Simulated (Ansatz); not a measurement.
# Direct or indirect: RbS3I (R3m)

```
CELL_PARAMETERS angstrom
3.62027 2.09017 3.77085
-3.62027 2.09017 3.77085
0.00000 -4.18033 3.77085
ATOMIC_POSITIONS crystal
I 0.48285 0.48285 0.48285
Rb 0.00357 0.00357 0.00357
S 0.05894 0.57977 0.57977
S 0.57977 0.57977 0.05894
S 0.57977 0.05894 0.57977
```

Method: Ansatz, PBE, independent particles, without spin-orbit coupling, line width 0.15 eV (Gaussian). The band structure gives a fundamental gap of 0.43 eV. The spectrum of vertical transitions near the edge:

| E (eV) | Im ε, E ∥ xy | Im ε, E ∥ z |
| --- | --- | --- |
| 0.00 | 0.00 | 0.00 |
| 0.12 | 0.00 | 0.00 |
| 0.24 | 0.00 | 0.00 |
| 0.36 | 0.01 | 0.00 |
| 0.48 | 0.10 | 0.00 |
| 0.60 | 0.55 | 0.01 |
| 0.72 | 1.64 | 0.03 |
| 0.84 | 2.73 | 0.07 |
| 0.96 | 3.38 | 0.22 |
| 1.08 | 3.91 | 0.61 |
| 1.20 | 4.68 | 1.09 |
| 1.32 | 5.73 | 1.30 |
| 1.44 | 6.52 | 1.37 |
| 1.56 | 6.96 | 1.53 |
| 1.68 | 7.57 | 1.91 |
| 1.80 | 8.56 | 2.42 |
| 1.92 | 9.42 | 2.56 |

(1) Is the gap direct or indirect, and about where do vertical transitions set in?

Results:

(1) Direct: the band path has its least direct gap at the fundamental one, 0.43 eV, and the curves rise from there. Lines are broadened by 0.15 eV, which spreads the edge.

Cells made by substitution are models, which may or may not match a known phase.

[Logs are printed without paths, hosts, clocks, repeated set-up lines and the standing remarks that a program may print on its own settings, such as how far it seeks lower states.]
